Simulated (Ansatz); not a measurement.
# RbZnCl3 (Pm-3m): refractive index against wavelength

The refractive index of RbZnCl3 (Pm-3m) below the direct gap (1.81 eV on the mesh) is read from one computed spectrum, n = √(Re ε).

Cell: a, b, c = 5.008, 5.008, 5.008 Å (primitive vectors), 5 atoms.

Method: Ansatz 0.2.0, PBE, independent particles, k-mesh 6×6×6 with interpolation inside its cells, Gaussian parameter 0.15 eV.

Launch of the response step: `ansatz run input.yaml --threads 4 --pin off --max-ram 8192MiB --backend cpu --events-out ev --progress --plain --runs-dir out`. The run took 15 s, on 4 threads of Intel(R) Xeon(R) Platinum 8488C (Sapphire Rapids) (shared host).

| wavelength (nm) | photon energy E (eV) | n |
| --- | --- | --- |
| 3000 | 0.413 | 1.9754 |
| 2000 | 0.620 | 1.9805 |
| 1550 | 0.800 | 1.9870 |
| 1310 | 0.946 | ? |
| 1064 | 1.165 | 2.0078 |

In the single-oscillator model n² − 1 = E₀E_d/(E₀² − E²), so 1/(n² − 1) = E₀/E_d − E²/(E₀E_d) is linear in E².

Working, on the rows shown:

| x = E² (eV²) | y = 1/(n² − 1) |
| --- | --- |
| 0.170801 | 0.344566 |
| 0.384302 | 0.342187 |
| 0.639837 | 0.339194 |
| 1.35784 | 0.329896 |

Means: x̄ = 0.6382, ȳ = 0.33896. Σ(x − x̄)(y − ȳ) = -0.009962, Σ(x − x̄)² = 0.8008. Slope = -0.009962 / 0.8008 = -0.01244; intercept = ȳ − slope · x̄ = 0.3469. Turned back into n, the line misses the rows shown by at most 0.00055.

Task: Fill in the last column of the withheld row.

Result: At x = 0.89576 the line gives y = 0.33576, that is 1.9946. The run gave 1.9939, so the interpolation is off by 0.00068, 2 % of the range in the table.

Refitted with all rows, the slope is -0.01237 and the intercept 0.34691. These give E₀ = √(intercept/−slope) = 5.30 eV and E_d = E₀/intercept = 15.3 eV; E₀ is 2.9 times the direct gap. The electronic limit at long wavelengths, without lattice vibrations, is n = √(1 + 1/intercept) = 1.970. The structure is a model and need not exist. Excitons are left out and so are local fields; PBE gaps are as a rule too small. Spin-orbit coupling is left out.
